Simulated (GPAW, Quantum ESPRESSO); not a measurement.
**Ta2N (P-3m1): the N K absorption edge**

Aim: the N K edge of Ta2N (P-3m1) by two routes, a Lanczos recursion (XSpectra) and a sum over empty bands (GPAW), to see which features are robust.

Program: Quantum ESPRESSO 7.5. Level of theory: core-hole supercells, plane-wave PAW LDA, without spin-orbit coupling (first program; GPAW 26.7.0 follows as the second). Results are calculated unless marked as measured.

Most raw output is cut from this account.

## Step 1: The starting structure

It takes space group P-3m1 (No. 164, trigonal). Conventional cell: a = 3.113 Å, b = 3.113 Å, c = 4.870 Å, α = 90.00°, β = 90.00°, γ = 120.00°. Ta has 3 N at 2.18 Å nearest. Nearest to N lie 6 Ta at 2.18 Å. Farther neighbours and most contacts between anions are not listed.

## Step 2: The field without a hole (Quantum ESPRESSO)

A plain self-consistent run shows whether there is a gap, which decides the set-up of the core-hole run.

The PAW data sets are made with ld1.x, with reconstruction data.

Contents of scf.in:

```
&control
   calculation='scf', prefix='x', pseudo_dir='../pp', outdir='tmp', tprnfor=.true.
/
&system
   ibrav=0, nat=3, ntyp=2, nbnd=20
   ecutwfc=46, ecutrho=370
   occupations='smearing', smearing='mv', degauss=0.015
/
&electrons
   conv_thr=3.0e-08, electron_maxstep=120
   mixing_beta=0.5
/
ATOMIC_SPECIES
Ta 1.0 Ta.lda-spn-kjpaw.UPF
N3 1.0 N.lda-n-kjpaw.UPF
CELL_PARAMETERS angstrom
  3.11286151 0.00000000 0.00000000
  -1.55643075 2.69581714 0.00000000
  0.00000000 0.00000000 4.86984100
ATOMIC_POSITIONS crystal
Ta   0.33333333 0.66666667 0.25471100
Ta   0.66666667 0.33333333 0.74528900
N3   0.00000000 0.00000000 0.00000000
K_POINTS automatic
10 10 6 0 0 0
```

Started as:

```console
$ OMP_NUM_THREADS=1 mpirun --oversubscribe --bind-to none -np 4 pw.x -nk 4 -in scf.in > scf.out
```

It took 8.2 s on 4 MPI ranks of Arm Neoverse V1, shared host; peak memory 0.09 GiB; 33 s of CPU time.

Absorbing atoms carry a label of their own (element plus a letter or digit), as the spectrum program needs them as separate species.

The mesh shows no gap, so the system is treated as a metal and the core electron is put at the Fermi level (neutral cell).

## Step 3: Spectrum without a core hole, N atom 3 (Quantum ESPRESSO)

Without a hole the spectrum is the empty density of states of the right symmetry on the absorber, weighted by matrix elements. It needs only the small cell and serves as the baseline.

The absorber has 6 Ta at 2.18 Å (octahedral, site symmetry -3m).

Contents of xspectra.in:

```
&input_xspectra
   calculation='xanes_dipole', edge='K'
   prefix='x', outdir='tmp', xiabs=2, xe0=19.1242
   xonly_plot=.false., x_save_file='xanes.sav'
   xniter=3000, xcheck_conv=20, xerror=0.005
   xcoordcrys=.false., xepsilon(1)=1, xepsilon(2)=0, xepsilon(3)=0
/
&plot
   xnepoint=413, xemin=-10, xemax=45, terminator=.true., cut_occ_states=.true.
   xgamma=0.4
/
&pseudos
   filecore='../N.wfc'
/
&cut_occ
   cut_desmooth=0.1, cut_stepl=0.05, cut_stepu=0.05, cut_ierror=1e-5
/
11 11 6 0 0 0
```

Started as:

```console
$ OMP_NUM_THREADS=1 mpirun --oversubscribe --bind-to none -np 4 xspectra.x -nk 4 -in xspectra.in > xspectra.out
```

Run time: 73 s. Hardware: 4 MPI ranks; peak memory 0.1 GiB; 4.9 min of CPU time.

The N K spectrum, N atom 3, no core hole (energy from the energy zero of the input (xe0, at the border of filled and empty states); intensity scaled to a mean of 1 over the first 20 eV; the points at xe0, where the cut of filled states can leave a spike, are interpolated; polarised curves are means over the symmetry-equivalent atoms):

```csv
E (eV),isotropic,ε ⊥ c,ε ∥ c
-2.00,0.07,0.07,0.07
-1.25,0.11,0.11,0.10
-0.50,0.22,0.23,0.20
0.25,0.68,0.72,0.59
1.00,1.17,1.23,1.05
1.75,1.62,1.64,1.59
2.50,1.36,1.32,1.45
3.25,1.43,1.34,1.59
4.00,1.31,1.16,1.61
4.75,1.36,1.29,1.51
5.50,1.59,1.70,1.38
6.25,1.56,1.83,1.02
7.00,1.21,1.34,0.95
7.75,1.13,1.03,1.32
8.50,0.96,0.88,1.13
9.25,1.18,1.13,1.29
10.00,1.25,1.21,1.35
10.75,1.17,1.13,1.26
11.50,0.79,0.79,0.78
12.25,0.67,0.75,0.51
13.00,0.95,1.14,0.57
13.75,0.96,1.12,0.63
14.50,0.75,0.75,0.74
15.25,0.65,0.60,0.75
16.00,0.69,0.67,0.72
16.75,0.64,0.58,0.76
17.50,0.57,0.53,0.66
18.25,0.45,0.43,0.51
19.00,0.38,0.37,0.41
19.75,0.41,0.41,0.42
20.50,0.48,0.46,0.51
21.25,0.50,0.40,0.69
22.00,0.55,0.43,0.81
22.75,0.53,0.48,0.65
23.50,0.64,0.55,0.81
24.25,0.65,0.57,0.79
25.00,0.54,0.51,0.61
25.75,0.59,0.58,0.63
26.50,0.64,0.70,0.52
27.25,0.58,0.66,0.41
28.00,0.60,0.73,0.34
28.75,0.65,0.82,0.31
29.50,0.75,0.91,0.43
30.25,0.75,0.88,0.50
31.00,0.67,0.73,0.54
31.75,0.55,0.53,0.58
```

Main maxima below 24 eV (height): 1.7 eV (1.62), 3.1 eV (1.44), 5.8 eV (1.64), 10.3 eV (1.30), 13.2 eV (0.99) and 15.9 eV (0.69). A K edge sees empty p states; the first features are N p mixed into the empty d states of the Ta neighbours, and the broad ones above probably into the cations' higher empty bands.

## Step 4: Another broadening

The final state's lifetime shortens with energy, so measured features broaden above the edge; the saved Lanczos coefficients are redrawn with a width that grows.

Contents of xspectra_plot.in:

```
&input_xspectra
   calculation='xanes_dipole', edge='K'
   prefix='x', outdir='tmp', xiabs=2, xe0=19.1242
   xonly_plot=.true., x_save_file='xanes.sav'
   xniter=3000, xcheck_conv=20, xerror=0.005
   xcoordcrys=.false., xepsilon(1)=1, xepsilon(2)=0, xepsilon(3)=0
/
&plot
   xnepoint=413, xemin=-10, xemax=45, terminator=.true., cut_occ_states=.true.
   gamma_mode='variable', gamma_energy(1)=4, gamma_energy(2)=25, gamma_value(1)=0.3, gamma_value(2)=2.5
/
&pseudos
   filecore='../N.wfc'
/
&cut_occ
   cut_desmooth=0.1, cut_stepl=0.05, cut_stepu=0.05, cut_ierror=1e-5
/
11 11 6 0 0 0
```

Started as:

```console
$ OMP_NUM_THREADS=1 xspectra.x -in xspectra_plot.in > xspectra_plot.out
```

The job ended after 14 s (1 MPI rank; peak memory 0.08 GiB).

With a Lorentzian half width 0.3 eV up to 4 eV, rising linearly to 2.5 eV at 25 eV, the maxima are 1.7 eV (1.73), 3.1 eV (1.49), 4.2 eV (1.34), 5.8 eV (1.58) and 9.9 eV (1.12).

## Step 5: Supercell without a hole, the energy reference (Quantum ESPRESSO)

The photon energy needs a difference of total energies, so the cell and mesh of the coming hole run are first run without a hole.

Contents of scf.in:

```
&control
   calculation='scf', prefix='x', pseudo_dir='../pp', outdir='tmp', tprnfor=.true.
/
&system
   ibrav=0, nat=24, ntyp=2, nbnd=153
   ecutwfc=46, ecutrho=370
   occupations='smearing', smearing='mv', degauss=0.015
/
&electrons
   conv_thr=2.4e-07, electron_maxstep=120
   mixing_beta=0.5
/
ATOMIC_SPECIES
Ta 1.0 Ta.lda-spn-kjpaw.UPF
N 1.0 N.lda-n-kjpaw.UPF
CELL_PARAMETERS angstrom
  -4.66929226 2.69581714 4.86984100
  4.66929226 -2.69581714 4.86984100
  3.11286151 5.39163429 4.86984100
ATOMIC_POSITIONS crystal
Ta   0.08568883 0.91902217 0.25000000
Ta   0.58568883 0.41902217 0.25000000
Ta   0.71068883 0.04402217 0.50000000
Ta   0.21068883 0.54402217 0.50000000
Ta   0.33568883 0.16902217 0.75000000
Ta   0.83568883 0.66902217 0.75000000
Ta   0.96068883 0.29402217 0.00000000
Ta   0.46068883 0.79402217 0.00000000
Ta   0.16431117 0.33097783 0.25000000
Ta   0.66431117 0.83097783 0.25000000
Ta   0.78931117 0.45597783 0.50000000
Ta   0.28931117 0.95597783 0.50000000
Ta   0.41431117 0.58097783 0.75000000
Ta   0.91431117 0.08097783 0.75000000
Ta   0.03931117 0.70597783 0.00000000
Ta   0.53931117 0.20597783 0.00000000
N    0.00000000 0.00000000 0.00000000
N    0.50000000 0.50000000 0.00000000
N    0.62500000 0.12500000 0.25000000
N    0.12500000 0.62500000 0.25000000
N    0.25000000 0.25000000 0.50000000
N    0.75000000 0.75000000 0.50000000
N    0.87500000 0.37500000 0.75000000
N    0.37500000 0.87500000 0.75000000
K_POINTS automatic
4 4 4 0 0 0
```

Started as:

```console
$ OMP_NUM_THREADS=1 mpirun --oversubscribe --bind-to none -np 4 pw.x -nk 4 -in scf.in > scf.out
```

Wall time 8 min (4 MPI ranks); peak memory 0.62 GiB; 32 min of CPU time.

Reference energy: -6801972.870 eV with the cores included.

## Step 6: The atom with a core hole (Quantum ESPRESSO)

The frozen core must hold the hole, so the absorber gets a data set of its own.

Contents of N.lda-n-kjpaw-1sch.ld1.in:

```
&input
   title='N', zed=7., rel=1, iswitch=3, dft='PZ',
   config='1s1 2s2 2p4'
/
&inputp
   file_pseudopw='N.lda-n-kjpaw-1sch.UPF', author='',
   lpaw=.true.,
   pseudotype=3,
   lloc=-1,
   rcloc=1.2,
   which_augfun='PSQ',
   rmatch_augfun_nc=.true.,
   nlcc=.true.,
   new_core_ps=.true.,
   rcore=0.7,
   tm=.true.,
   zval=6,
   lgipaw_reconstruction=.true., use_paw_as_gipaw=.true.
/
4
2S  1  0  2.00  0.00  1.00  1.30  0.0
2S  1  0  0.00  2.00  1.00  1.30  0.0
2P  2  1  4.00  0.00  0.90  1.35  0.0
2P  2  1  0.00  0.05  0.90  1.35  0.0
```

Started as:

```console
$ ld1.x < N.lda-n-kjpaw-1sch.ld1.in > N.lda-n-kjpaw-1sch.ld1.out
```

Wall time 0.66 s (1 MPI rank); peak memory 0.12 GiB.

Removing the core electron and adding it to the valence shell costs the free atom 399.6 eV.

## Step 7: Supercell with XCH, N atom 3 (Quantum ESPRESSO)

The holes are 7.3 Å apart. The excited electron is kept in the cell, where it fills the lowest empty states and screens the hole.

Edit scf.in of step 5 so:

```diff
@@ -4,3 +4,3 @@
 &system
-   ibrav=0, nat=24, ntyp=2, nbnd=153
+   ibrav=0, nat=24, ntyp=3, nbnd=154
    ecutwfc=46, ecutrho=370
@@ -14,2 +14,3 @@
 Ta 1.0 Ta.lda-spn-kjpaw.UPF
+N0 1.0 N.lda-n-kjpaw-1sch.UPF
 N 1.0 N.lda-n-kjpaw.UPF
@@ -36,3 +37,3 @@
 Ta   0.53931117 0.20597783 0.00000000
-N    0.00000000 0.00000000 0.00000000
+N0   0.00000000 0.00000000 0.00000000
 N    0.50000000 0.50000000 0.00000000
```

Started as:

```console
$ OMP_NUM_THREADS=1 mpirun --oversubscribe --bind-to none -np 4 pw.x -nk 4 -in scf.in > scf.out
```

It took 10 min on 4 MPI ranks; peak memory 0.63 GiB; 40 min of CPU time.

Energy with the hole: -6801570.559 eV, cores included.

## Step 8: Spectrum with XCH, N atom 3 (Quantum ESPRESSO)

The Lanczos recursion gives the spectrum without computing empty bands; each polarisation needs a run of its own on the full k mesh. xe0 is set between filled and empty states, and states below it are cut, here at the Fermi level, which holds the excited electron. The file of filecore holds the core orbital, taken from the hole-free data set.

Edit xspectra.in of step 3 so:

```diff
@@ -2,3 +2,3 @@
    calculation='xanes_dipole', edge='K'
-   prefix='x', outdir='tmp', xiabs=2, xe0=19.1242
+   prefix='x', outdir='tmp', xiabs=2, xe0=19.1632
    xonly_plot=.false., x_save_file='xanes.sav'
@@ -17,2 +17,2 @@
 /
-11 11 6 0 0 0
+5 5 5 0 0 0
```

xspectra_1.in, as its differences from xspectra.in of step 8:

```diff
@@ -5,3 +5,3 @@
    xniter=3000, xcheck_conv=20, xerror=0.005
-   xcoordcrys=.false., xepsilon(1)=1, xepsilon(2)=0, xepsilon(3)=0
+   xcoordcrys=.false., xepsilon(1)=0, xepsilon(2)=1, xepsilon(3)=0
 /
```

xspectra_2.in, as its differences from xspectra_1.in of step 8:

```diff
@@ -5,3 +5,3 @@
    xniter=3000, xcheck_conv=20, xerror=0.005
-   xcoordcrys=.false., xepsilon(1)=0, xepsilon(2)=1, xepsilon(3)=0
+   xcoordcrys=.false., xepsilon(1)=0, xepsilon(2)=0, xepsilon(3)=1
 /
```

Started as:

```console
$ OMP_NUM_THREADS=1 mpirun --oversubscribe --bind-to none -np 4 xspectra.x -nk 4 -in xspectra.in > xspectra.out
```

Elapsed: 22 min, on 4 MPI ranks; peak memory 0.33 GiB.

The N K spectrum, N atom 3, excited-electron core hole (neutral cell) (energy from the energy zero of the input (xe0, at the border of filled and empty states); intensity scaled to a mean of 1 over the first 20 eV; the points at xe0, where the cut of filled states can leave a spike, are interpolated; polarised curves are means over the symmetry-equivalent atoms):

```csv
E (eV),isotropic,ε ⊥ c,ε ∥ c
-2.0,0.11,0.11,0.10
-1.4,0.16,0.16,0.15
-0.8,0.28,0.29,0.26
-0.2,0.77,0.82,0.68
0.4,1.69,1.80,1.48
1.0,2.14,2.16,2.09
1.6,2.03,1.96,2.19
2.2,1.58,1.47,1.79
2.8,1.50,1.43,1.62
3.4,1.43,1.35,1.59
4.0,1.34,1.29,1.43
4.6,1.58,1.68,1.40
5.2,1.68,1.92,1.21
5.8,1.39,1.58,1.03
6.4,1.08,1.18,0.89
7.0,0.95,0.90,1.05
7.6,1.00,0.84,1.32
8.2,0.86,0.76,1.06
8.8,1.02,0.98,1.09
9.4,1.10,1.08,1.14
10.0,1.08,1.08,1.09
10.6,0.87,0.87,0.86
11.2,0.69,0.71,0.64
11.8,0.61,0.68,0.46
12.4,0.71,0.85,0.43
13.0,0.87,1.04,0.54
13.6,0.76,0.83,0.62
14.2,0.64,0.60,0.71
14.8,0.58,0.50,0.72
15.4,0.56,0.51,0.67
16.0,0.58,0.55,0.65
16.6,0.58,0.52,0.71
17.2,0.55,0.48,0.68
17.8,0.44,0.41,0.49
18.4,0.39,0.38,0.42
19.0,0.38,0.36,0.42
19.6,0.42,0.41,0.46
20.2,0.52,0.48,0.60
20.8,0.55,0.44,0.75
21.4,0.55,0.45,0.75
22.0,0.57,0.49,0.75
22.6,0.59,0.54,0.69
23.2,0.68,0.63,0.76
23.8,0.71,0.66,0.83
24.4,0.61,0.60,0.63
25.0,0.58,0.60,0.55
25.6,0.65,0.69,0.56
26.2,0.69,0.80,0.46
26.8,0.68,0.81,0.41
27.4,0.63,0.76,0.37
28.0,0.65,0.80,0.33
28.6,0.68,0.85,0.34
29.2,0.74,0.90,0.44
29.8,0.75,0.84,0.55
30.4,0.65,0.67,0.62
31.0,0.56,0.53,0.63
31.6,0.55,0.50,0.66
```

Main maxima below 24 eV (height): 1.2 eV (2.16), 2.9 eV (1.52), 5.0 eV (1.70), 7.5 eV (1.02), 9.8 eV (1.11) and 13.1 eV (0.87). 

The total-energy difference is 402.31 eV. One term is added: -7.76 eV, since the hole is spin-paired here and a spin-polarised one costs that much less in the free atom (computed apart). The photon energy is then 394.55 eV. The functional leaves an error in such absolute values: in the free atom LDA prices this hole 3.5 eV below PBE (computed apart), and PBE is itself good to a few eV.

## Step 9: Another broadening

Edit xspectra_plot.in of step 4 so:

```diff
@@ -2,3 +2,3 @@
    calculation='xanes_dipole', edge='K'
-   prefix='x', outdir='tmp', xiabs=2, xe0=19.1242
+   prefix='x', outdir='tmp', xiabs=2, xe0=19.1632
    xonly_plot=.true., x_save_file='xanes.sav'
@@ -17,2 +17,2 @@
 /
-11 11 6 0 0 0
+5 5 5 0 0 0
```

Started as:

```console
$ OMP_NUM_THREADS=1 xspectra.x -in xspectra_plot.in > xspectra_plot.out
```

Elapsed: 6.4 s, on 1 MPI rank; peak memory 0.04 GiB.

With a Lorentzian half width 0.3 eV up to 4 eV, rising linearly to 2.5 eV at 25 eV, the maxima are 1.2 eV (2.25), 3.1 eV (1.53), 5.0 eV (1.67) and 9.4 eV (0.99).

## Step 10: Ground state of the crystal (GPAW)

The second program starts from its own ground state, on the same cell and functional.

Contents of scf.py:

```python
import numpy as np
from ase import Atoms
from ase.parallel import parprint, paropen
from gpaw import GPAW, PW, FermiDirac, Mixer, MixerDif, setup_paths
from gpaw.test import gen
setup_paths.insert(0, '.')
gen('N', name='nch1s', xcname='LDA', corehole=(1, 0, 0), write_xml=True)
from gpaw.mpi import world
world.barrier()

atoms = Atoms('Ta2N',
    cell=[[3.11286151, 0, 0],
     [-1.55643075, 2.69581714, 0],
     [0, 0, 4.869841]],
    scaled_positions=[[0.33333333, 0.66666667, 0.254711],
     [0.66666667, 0.33333333, 0.745289],
     [0, 0, 0]],
    pbc=True)
atoms.calc = calc = GPAW(legacy_gpaw=True, mode=PW(500, force_complex_dtype=True), xc='LDA', setups={2: 'nch1s'},
    kpts={'size': (9, 9, 5), 'gamma': True}, occupations=FermiDirac(0.05),
    charge=0, mixer=Mixer(0.1, 5, 50), maxiter=150,
    convergence={'density': 0.0001, 'eigenstates': 1e-6}, txt='scf.txt')
energy = atoms.get_potential_energy() + calc.get_reference_energy()
ef = calc.get_fermi_level()
out = dict(energy=energy, fermi=ef, forces=atoms.get_forces().tolist())
parprint(f'all-electron energy {energy:.4f} eV, Fermi level {ef:.4f} eV')
ev = np.array([[calc.get_eigenvalues(k, s) for k in range(len(calc.get_ibz_k_points()))] for s in range(calc.get_number_of_spins())])
out['homo'], out['lumo'], out['counts'] = ev[ev < ef].max(), ev[ev > ef].min(), sorted(set((ev < ef).sum((0, 2)).tolist()))
out['filled'] = (ev[:, 0] < ef).sum(1).tolist()
import json
with paropen('out.json', 'w') as f:
    json.dump(out, f)
```

Started as:

```console
$ OMP_NUM_THREADS=1 mpirun -n 4 gpaw python scf.py
```

Elapsed: 35 s, on 4 MPI ranks; peak memory 0.21 GiB; 2.3 min of CPU time.

The mesh shows no gap, so the system is treated as a metal and the core electron is put at the Fermi level (neutral cell).

## Step 11: Spectrum without a core hole, N atom 3 (GPAW)

This cheap baseline ignores the attraction of the hole: it shows the absorber's empty states as they are in the ground state. The data set with a hole of occupation 0 only carries the core orbital.

Contents of xas.py:

```python
import numpy as np
from ase import Atoms
from ase.parallel import parprint, paropen
from gpaw import GPAW, PW, FermiDirac, Mixer, MixerDif, setup_paths
from gpaw.test import gen
setup_paths.insert(0, '.')
gen('N', name='nch1s', xcname='LDA', corehole=(1, 0, 0), write_xml=True)
from gpaw.mpi import world
world.barrier()

atoms = Atoms('Ta2N',
    cell=[[3.11286151, 0, 0],
     [-1.55643075, 2.69581714, 0],
     [0, 0, 4.869841]],
    scaled_positions=[[0.33333333, 0.66666667, 0.254711],
     [0.66666667, 0.33333333, 0.745289],
     [0, 0, 0]],
    pbc=True)
atoms.calc = calc = GPAW(legacy_gpaw=True, mode=PW(500, force_complex_dtype=True), xc='LDA', setups={2: 'nch1s'},
    kpts={'size': (12, 12, 7), 'gamma': True}, occupations=FermiDirac(0.1),
    charge=0, mixer=Mixer(0.1, 5, 50), maxiter=150,
    convergence={'density': 0.0001, 'eigenstates': 1e-6}, txt='scf.txt')
energy = atoms.get_potential_energy() + calc.get_reference_energy()
ef = calc.get_fermi_level()
out = dict(energy=energy, fermi=ef, forces=atoms.get_forces().tolist())
parprint(f'all-electron energy {energy:.4f} eV, Fermi level {ef:.4f} eV')
ev = np.array([[calc.get_eigenvalues(k, s) for k in range(len(calc.get_ibz_k_points()))] for s in range(calc.get_number_of_spins())])
out['homo'], out['lumo'], out['counts'] = ev[ev < ef].max(), ev[ev > ef].min(), sorted(set((ev < ef).sum((0, 2)).tolist()))
out['filled'] = (ev[:, 0] < ef).sum(1).tolist()

from ase.units import Ha
from gpaw.xas import dipole_matrix_elements
nb = int(calc.get_number_of_electrons() / 2) + 38
top = nb
nscf = calc.fixed_density(kpts={'size': (9, 9, 5), 'gamma': True},
    convergence={'eigenstates': 1.0}, txt='nscf.txt')
nscf.diagonalize_full_hamiltonian(nbands=nb)
cell = atoms.cell.array
ops = [cell.T @ U.T @ np.linalg.inv(cell.T) for U in nscf.wfs.kd.symmetry.op_scc]
E = np.arange(-25, 34, 0.1)
fwhm = np.interp(E, [4, 25], [0.9, 3.5])
Y, X, zero, highest = 0, 0, 1e9, 1e9
for spin in range(nscf.get_number_of_spins()):
    wfs = nscf.wfs
    mine = wfs.bd.get_slice()  # this rank's bands
    A = dipole_matrix_elements(wfs.setups[2])
    eps = np.zeros((wfs.kd.nibzkpts, nb))
    d = np.zeros((3, A.shape[1], wfs.kd.nibzkpts, nb), complex)
    for kpt in wfs.kpt_u:
        if kpt.s == spin and 2 in kpt.P_ani:
            eps[kpt.k, mine] = kpt.eps_n * Ha
            d[:, :, kpt.k, mine] = (kpt.weight * wfs.nspins / 2) ** 0.5 * np.inner(A, kpt.P_ani[2])
    world.sum(eps)
    world.sum(d)
    T = np.einsum('amkn,bmkn->abkn', d, d.conj()).real
    T = sum(np.einsum('ai,ijkn,bj->abkn', R, T, R) for R in ops) / len(ops)
    empty = eps > ef
    zero, highest = min(zero, eps[empty].min()), min(highest, eps[:, top - 1].min())
    lines = [(eps, T, empty)] if spin == 0 else lines + [(eps, T, empty)]
for eps, T, empty in lines:
    f = np.einsum('aakn->akn', T).reshape(3, -1)
    x = eps.ravel() - zero
    w = np.interp(x, E, fwhm) / 2.35482
    g = np.exp(-0.5 * ((E[:, None] - x) / w) ** 2) / (w * (2 * np.pi) ** 0.5)
    Y = Y + (f * empty.ravel()) @ g.T
    X = X + (f * ~empty.ravel()) @ g.T
out.update(E=E.round(2).tolist(), xas=Y.tolist(), xes=X.tolist(), zero=zero, valid=highest - zero, nk=len(eps), nb=nb)
for i in range(0, len(E), 10):
    parprint(f'{E[i]:7.2f}', *(f'{v:10.3e}' for v in Y[:, i]))
import json
with paropen('out.json', 'w') as f:
    json.dump(out, f)
```

Started as:

```console
$ OMP_NUM_THREADS=1 mpirun -n 4 gpaw python xas.py
```

Wall time 4.4 min (4 MPI ranks); peak memory 0.42 GiB; 17 min of CPU time.

The N K spectrum, N atom 3, no core hole (energy from the lowest empty level; intensity scaled to a mean of 1 over the first 20 eV; polarised curves are means over the symmetry-equivalent atoms):

```csv
E (eV),isotropic,ε ⊥ c,ε ∥ c
-2.0,0.00,0.00,0.00
-1.0,0.00,0.00,0.00
0.0,0.35,0.37,0.29
1.0,1.27,1.39,1.04
2.0,1.85,1.82,1.92
3.0,1.29,1.26,1.34
4.0,1.32,1.07,1.84
5.0,1.50,1.48,1.55
6.0,1.72,2.02,1.13
7.0,1.18,1.35,0.84
8.0,0.98,0.84,1.28
9.0,1.03,0.93,1.21
10.0,1.24,1.18,1.36
11.0,1.05,1.01,1.12
12.0,0.72,0.79,0.59
13.0,0.80,0.96,0.47
14.0,0.85,0.97,0.60
15.0,0.69,0.69,0.68
16.0,0.60,0.56,0.70
17.0,0.58,0.53,0.68
18.0,0.49,0.45,0.57
19.0,0.40,0.37,0.45
20.0,0.39,0.36,0.45
21.0,0.44,0.38,0.57
22.0,0.49,0.40,0.67
23.0,0.53,0.44,0.71
24.0,0.56,0.49,0.70
25.0,0.57,0.53,0.66
26.0,0.58,0.59,0.58
27.0,0.61,0.67,0.49
28.0,0.64,0.76,0.41
29.0,0.68,0.83,0.37
30.0,0.69,0.84,0.41
31.0,0.67,0.76,0.48
32.0,0.61,0.63,0.56
```

Main maxima below 24 eV (height): 1.9 eV (1.85), 3.5 eV (1.46), 5.8 eV (1.74), 10.1 eV (1.24) and 13.7 eV (0.86). 

The same matrix elements for filled bands give the N K emission of N atom 3 (ground-state approximation; energy from the lowest empty level, largest value 1):

```csv
E (eV),emission
-24.00,0.00
-23.25,0.00
-22.50,0.00
-21.75,0.00
-21.00,0.00
-20.25,0.00
-19.50,0.00
-18.75,0.00
-18.00,0.00
-17.25,0.00
-16.50,0.00
-15.75,0.00
-15.00,0.00
-14.25,0.00
-13.50,0.00
-12.75,0.00
-12.00,0.00
-11.25,0.00
-10.50,0.00
-9.75,0.00
-9.00,0.03
-8.25,0.31
-7.50,0.41
-6.75,0.82
-6.00,0.70
-5.25,0.05
-4.50,0.01
-3.75,0.04
-3.00,0.07
-2.25,0.08
-1.50,0.07
-0.75,0.03
0.00,0.03
0.75,0.00
1.50,0.00
2.25,0.00
3.00,0.00
```

Emission maxima: -6.4 eV (1.00) and -2.0 eV (0.08).

(Continued in part 2 of 2.)

[Logs are printed without paths, hosts, clocks, repeated set-up lines and the standing remarks that a program may print on its own settings, such as how far it seeks lower states.]

[Hosts, paths, dates, database ids (printed as entryN), source tags and the programs' standing remarks are cut or masked in the printed files.]

[Lists of maxima count a maximum above −3 eV only where it reaches 4 % of the highest in the window and stands out from its surroundings by 2 % of it (1.5 % where it reaches 55 %); shoulders and weaker maxima are passed over, and of the rest the first, up to two pre-edge ones and the few strongest are named.]
